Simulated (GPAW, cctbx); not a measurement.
## By hand: from a DFT structure factor to an extinction distance in CaV2Cd2

CaV2Cd2, P-3m1 (no. 164), a = 5.0075 Å, b = 5.0075 Å, c = 5.5805 Å, α = 90.00°, β = 90.00°, γ = 120.00°.

```csv
atom,mult.,x,y,z
Cd1,2,2/3,1/3,0.3449
V1,2,2/3,1/3,0.8407
Ca1,1,0,0,0
```

The start was made by putting kin elements into a known structure type; the compound need not exist, or be stable, in this form.

A DFT run (GPAW, PBE, 450 eV, 6×6×4 k-points (along the axes of the calculation cell), Fermi–Dirac width 0.1 eV, spin-polarised) gives the static X-ray structure factor of 001 as 10.182 e for the conventional cell; superposed free atoms give 10.665 e. **Problem.** Find the Fourier component V of the crystal potential and the two-beam extinction distance at 80 kV in both cases.

## Step 1: Geometry

The cell volume is Ω = 121.18 Å³ and d(001) = 5.5805 Å, so g = 1/d = 0.1792 Å⁻¹.

## Step 2: The nuclei

Electrons feel nuclei as well as electrons, so the nuclear charges are summed with the same phases.

Phase sums Σ exp(2πi h·x), turned so that the total is real and positive: Cd +1.123, V -1.079, Ca -1.000. Then F_Z = 48 × (+1.123) + 23 × (-1.079) + 20 × (-1.000) = 9.10 e. The electron term has the same sign for this reflection.

## Step 3: Mott–Bethe

Poisson's equation, term by term, gives V = (e/4πε₀)(F_Z − F)/(πΩg²), with e/4πε₀ = 14.3996 V Å.

The prefactor is 14.3996 × 5.5805²/(π × 121.18) = 1.17790 V per electron. Free atoms: (9.10 − 10.665) × 1.17790 = -1.846 V. Crystal: (9.10 − 10.182) × 1.17790 = -1.277 V. F changes by -4.53 % and V by -30.8 %: the same 0.48 e is measured against F_Z − F = -1.6 e in place of F = 10.7 e.

## Step 4: Extinction distance

In the two-beam case ξ = 1/(λU) with U = 2γm₀eV/h², that is ξ = 150.41 V Å²/(γλV).

At 80 kV, λ = 0.04176 Å and γ = 1.1566. Free atoms: ξ = 1687 Å. Crystal: ξ = 2439 Å. The thickness fringes go as sin²(πt/ξ), so the two patterns slip by a quarter of a period when t|1/ξ₁ − 1/ξ₀| = 1/4, at t ≈ 137 nm. Thermal motion, absorption and many-beam coupling, left out here, change a real pattern.

## Step 5: Answer

V(001) is -1.28 V against -1.85 V, and ξ is 2439 against 1687 Å. Limits: static atoms, two beams; a ferromagnetic start is the only order tried, and the real ground state may be antiferromagnetic or insulating.

[Outputs are excerpts: Python notices, other lines and further rows are left out; steps that failed or that the build refused (PBEsol, TPSS) are not shown.]

[Logs are printed without paths, hosts, clocks, repeated set-up lines and the standing remarks that a program may print on its own settings, such as how far it seeks lower states.]
